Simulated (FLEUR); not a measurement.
## Energy mapping worked by hand: GdZn

Can a spin model with one coupling foretell the energy of a further order of GdZn?

Program: FLEUR MaX-R8.1. Level of theory: LDA (VWN) with U = 3.6 eV on Gd f; all-electron FLAPW, Dirac cores, scalar-relativistic bands. Results are calculated unless marked as measured.

**Measured values to reproduce.**

For GdZn, CsCl-type cubic (polycrystalline), “The influence of Ga doping on magnetic properties, magnetocaloric effect, and electronic structure of pseudo-binary GdZn1-xGax (x = 0-0.1)” (2024, arxiv:2410.22504) gives, by SQUID magnetometry, modified Arrott plot: ordering temperature (Curie temperature, modified Arrott plot) 268.5 ± 0.1 K [from critical-behaviour analysis; dM/dT minimum gives 269 K].

The database entry behind the starting cell differs from later determinations by our own check (about 0.4 % long), so it need not match the best structure at ambient conditions.

### 1. Starting point

It takes space group Pm-3m (No. 221, cubic). Conventional cell: a = 3.618 Å, b = 3.618 Å, c = 3.618 Å, α = 90.00°, β = 90.00°, γ = 90.00°. Nearest to Gd lie 8 Zn at 3.13 Å. Nearest to Zn lie 8 Gd at 3.13 Å. Farther neighbours are not listed.

### 2. The parallel order

All energies count from this run. The U counters the self-interaction that shrinks the moments of a localised shell.

The file n_mmp_mat seeds the f occupations with whole cubic orbitals by Hund's first rule, so that the U acts from the first pass. inpgen writes inp.xml from crystal.txt; cutoffs, mixing, functional, smearing and local orbitals are then set in the file. The k list default-1 (kpts.xml, not shown) is a Γ-centred 8×8×8 mesh; where the ranks do not divide the number of points, some are split in two of half the weight.

inp.xml reads:

```
<?xml version="1.0" encoding="UTF-8" standalone="no"?>
<fleurInput fleurInputVersion="0.39">
   <comment>
      GdZn
   </comment>
   <calculationSetup>
      <cutoffs Kmax="3.6" Gmax="10.8" GmaxXC="10.8" numbands="0"/>
      <scfLoop itmax="130" minDistance="0.0001" maxIterBroyd="15" imix="Anderson" alpha="0.05" precondParam="0.0" spinf="2.0" sdNocoIR="T"/>
      <coreElectrons ctail="T" frcor="F" kcrel="0" coretail_lmax="0"/>
      <xcFunctional name="vwn" relativisticCorrections="F"/>
      <magnetism jspins="2"/>
      <soc l_soc="F" theta="0.0" phi="0.0" spav="F"/>
      <expertModes spex="0" secvar="F"/>
      <geometryOptimization l_f="F" forcealpha="1.0" forcemix="BFGS" epsdisp="0.00001" epsforce="0.00001"/>
      <ldaU l_linMix="F" mixParam="0.05" spinf="1.0"/>
   </calculationSetup>
   <cell>
      <bzIntegration valenceElectrons="30.0" mode="hist" fermiSmearingEnergy="0.00183747">
         <kPointListSelection listName="default-1"/>
         <xi:include xmlns:xi="http://www.w3.org/2001/XInclude" href="kpts.xml"> </xi:include>
      </bzIntegration>
      <xi:include xmlns:xi="http://www.w3.org/2001/XInclude" href="sym.xml"> </xi:include>
      <bulkLattice scale="1.0">
         <bravaisMatrix>
            <row-1>    6.8370291188027990     0.0000000000000000     0.0000000000000000</row-1>
            <row-2>    0.0000000000000000     6.8370291188027990     0.0000000000000000</row-2>
            <row-3>    0.0000000000000000     0.0000000000000000     6.8370291188027990</row-3>
         </bravaisMatrix>
      </bulkLattice>
   </cell>
   <atomSpecies>
      <species name="Gadolinium7.000" element="Gd" atomicNumber="64">
         <mtSphere radius="2.8" gridPoints="925" logIncrement="0.014"/>
         <atomicCutoffs lmax="10" lnonsphr="8"/>
         <electronConfig flipSpins="F">
            <coreConfig>(1s1/2) (2s1/2) (2p1/2) (2p3/2) (3s1/2) (3p1/2) (3p3/2) (4s1/2) (3d3/2) (3d5/2) (4p1/2) (4p3/2) (4d3/2) (4d5/2)</coreConfig>
            <valenceConfig>(5s1/2) (5p1/2) (5p3/2) (6s1/2) (4f5/2) (4f7/2) (5d3/2) (5d5/2)</valenceConfig>
            <stateOccupation state="(4f5/2)" spinUp="2.5" spinDown="0.5"/>
            <stateOccupation state="(4f7/2)" spinUp="4.0" spinDown="0.0"/>
            <stateOccupation state="(5d3/2)" spinUp="0.4" spinDown="0.0"/>
            <stateOccupation state="(5d5/2)" spinUp="0.6" spinDown="0.0"/>
         </electronConfig>
         <energyParameters s="6" p="6" d="5" f="4"/>
         <ldaU l="3" U="3.6" J="0.0" l_amf="F"/>
         <lo type="SCLO" l="0" n="5" eDeriv="0"/>
         <lo type="SCLO" l="1" n="5" eDeriv="0"/>
      </species>
      <species name="Zinc (Zn)" element="Zn" atomicNumber="30">
         <mtSphere radius="2.8" gridPoints="925" logIncrement="0.014"/>
         <atomicCutoffs lmax="10" lnonsphr="8"/>
         <electronConfig flipSpins="F">
            <coreConfig>(1s1/2) (2s1/2) (2p1/2) (2p3/2) (3s1/2) (3p1/2) (3p3/2)</coreConfig>
            <valenceConfig>(4s1/2) (3d3/2) (3d5/2)</valenceConfig>
         </electronConfig>
         <energyParameters s="4" p="4" d="3" f="4"/>
      </species>
   </atomSpecies>
   <atomGroups>
      <atomGroup species="Gadolinium7.000">
         <relPos label="                   1">.0000000000 .0000000000 .0000000000</relPos>
         <force calculate="T" relaxXYZ="TTT"/>
      </atomGroup>
      <atomGroup species="Zinc (Zn)">
         <relPos label="                   2">1.000/2.000 1.000/2.000 1.000/2.000</relPos>
         <force calculate="T" relaxXYZ="TTT"/>
      </atomGroup>
   </atomGroups>
   <output dos="F" band="F" slice="F">
      <bandDOS minEnergy="-.5*Htr" maxEnergy="0.5*Htr" sigma="0.015" storeEVData="T"/>
      <plotting iplot="0" polar="F">
         <plot TwoD="T" vec1="  1.0  0.0  0.0" vec2="  0.0  1.0  0.0" vec3="  0.0  0.0  1.0" zero="  0.0  0.0  0.0" file="plot"/>
      </plotting>
      <moessbauerParams electricFieldGradient="F" isomerShift="F" coreHyperfine="F" valenceHyperfine="F"/>
   </output>
</fleurInput>
```

crystal.txt reads:

```
GdZn
&input film=F cartesian=F /
3.61800000000  0.00000000000  0.00000000000
0.00000000000  3.61800000000  0.00000000000
0.00000000000  0.00000000000  3.61800000000
1.8897261246
1.0 1.0 1.0

2
64 0.00000000000  0.00000000000  0.00000000000 : 7.000
30 0.50000000000  0.50000000000  0.50000000000

&kpt div1=8 div2=8 div3=8 gamma=T /
```

Started as:

```console
$ OMP_NUM_THREADS=1 inpgen -f crystal.txt > inpgen.log  # inp.xml is then edited as shown
$ OMP_NUM_THREADS=1 mpirun -n 4 fleur_MPI > fleur.log
```

What it wrote:

```text
Welcome to FLEUR        (www.flapw.de)
      MaX-Release 8.1          (www.max-centre.eu)

 ========== k-point set info ==========
 Selected k-point list: default-1
 k-point list type: mesh
 0 x 0 x 0
 Number of k points: 36

 [... set-up left out ...]
 Iteration:     1   Distance:      22.48244732 me/bohr^3
 Iteration:     2   Distance:      21.44313516 me/bohr^3
 Iteration:     3   Distance:      12.08602012 me/bohr^3
 Iteration:     4   Distance:       5.07198885 me/bohr^3
 Iteration:     5   Distance:       1.33914698 me/bohr^3
[...]
[... left out ...]
            <freeEnergy value="-13066.5088675851"/>
            <extrapolationTo0K value="-13066.5086246858"/>
         </totalEnergy>
         [... left out ...]
         <ldaUDensityMatrixConvergence>
            <distance spin="1" distance="0.000000"/>
            <distance spin="2" distance="0.000000"/>
         </ldaUDensityMatrixConvergence>
         <densityConvergence units="me/bohr^3">
            <chargeDensity spin="1" distance="0.0000368769"/>
            <chargeDensity spin="2" distance="0.0000301920"/>
            <overallChargeDensity distance="0.0000397684"/>
            <spinDensity distance="0.0000544188"/>
         </densityConvergence>
      </iteration>
```

Elapsed: 10 s, on 4 MPI ranks of AMD EPYC 9R45, shared host; peak memory 0.25 GiB.

Spin moment in the muffin-tin sphere by atom:

```csv
atom,spin moment in the muffin-tin sphere (μB)
Gd1,7.28
Zn2,0.06
```

This step gave:

| Property | Result |
| --- | --- |
| free energy | -355557.8197 eV |
| program's band gap on this mesh (in a metal only a level spacing) | 0.03045 eV |
| magnetization | 7.609 μB |
| final state | ferromagnetic |

After 18 cycles the largest moment stands at 7.28 μB.

### 3. The orders used for the fit

The other orders were run with the same settings, on meshes that hold the same points. Free energies are divided by the number of Gd atoms; q is in fractions of the reciprocal vectors of the first run's cell.

```csv
order,atoms,mesh,free energy (eV),eV per Gd,largest moment (μB)
F +,2,8×8×8,-355557.8197,-355557.8197,7.28
"AF q=(1/2,1/2,1/2) +-",4,4×8×8,-711115.5188,-355557.7594,7.15
```

### 4. Counting neighbours

With E = −Σ J e_i·e_j over ordered pairs of unit vectors, turning a neighbour from parallel to opposed costs 2J a Gd atom. So an order lies 2 Σ n J over the parallel one, n being the opposed neighbours in each shell.

```csv
shell,distance (Å),neighbours,"opposed in AF q=(1/2,1/2,1/2) +-","opposed in AF q=(0,1/2,1/2) +-"
J1,3.62,6,6,4
J2,5.12,12,0,8
```

Only J1 is kept.

### 5. Solving

```
2 × 6 × J1 = +60.3 meV    (AF q=(1/2,1/2,1/2) +-)
J1 = +5.02 meV
```

### 6. The test

The couplings now give the orders that were left out:

```
2 × 4 × (+5.02) = +40.2 meV    (AF q=(0,1/2,1/2) +-)
```

The runs themselves:

```csv
order,atoms,mesh,free energy (eV),eV per Gd,largest moment (μB),over the parallel order (meV),foretold (meV)
"AF q=(0,1/2,1/2) +-",4,8×4×8,-711115.5433,-355557.7716,7.20,+48.0,+40.2
```

### 7. One more shell

One try is to add the next shell, though changing moments can also cause the miss. Both differences then fix both couplings, and no order is left for a test.

```
2 × 6 × J1 = +60.3 meV    (AF q=(1/2,1/2,1/2) +-)
2 × 4 × J1 + 2 × 8 × J2 = +48.0 meV    (AF q=(0,1/2,1/2) +-)
J1 = +5.02 meV
J2 = +0.49 meV
```

### 8. Mean-field temperature

```
gain of F + over disorder = (6 − 2 × 0) × (+5.02) + (12 − 2 × 0) × (+0.49) = 36.0 meV
T = 2 × 36.0 / (3 × 0.08617) = 279 K
```

### 9. What came out

```
effective coupling of the reversed pairs, counted on J1 (Gd–Gd at 3.62 Å) : 5.02 meV
largest miss on the orders left out                                       : 7.8 meV
J1 with two shells                                                        : 5.02 meV
J2 with two shells                                                        : 0.49 meV
mean-field ordering temperature                                           : 279 K
```

The model misses the order left out by 7.8 meV, 13 % of the largest distance from the parallel order, so it holds only roughly. With the next shell added the couplings are J1 = +5.02 and J2 = +0.49 meV, untested. The largest moments of the orders differ by 1.9 % of the greatest. One difference fixes one number: it sums all reversed shells and need not be the coupling of the nearest one, even in sign. Mean field overstates the temperature of the model, and classical spins understate it for small quantum spins, by up to the factor (S+1)/S. The f shell is half filled, so the spin-only picture is fair.

Computed beside measured:

| quantity | measured | LDA (VWN) with U = 3.6 eV on Gd f |
| --- | --- | --- |
| ordering temperature (mean field) (K) | 268.5 | 279 (+3.7 %) |

Measured values from arxiv:2410.22504 (2024).

**Verdict.** The ordering temperature is off by +3.7 %: good agreement. No cell relaxation is part of this session.

[Logs and program files are shortened in this print: banners, set-up blocks, solver, clock and traceback lines can be left out without a mark of their own.]

[Logs are printed without paths, hosts, clocks, repeated set-up lines and the standing remarks that a program may print on its own settings, such as how far it seeks lower states.]

[Hosts, paths, dates, database ids (printed as entryN), source tags and the programs' standing remarks are cut or masked in the printed files.]

[Where a cell is said to come from a database of computed structures, the database is the Materials Project.]
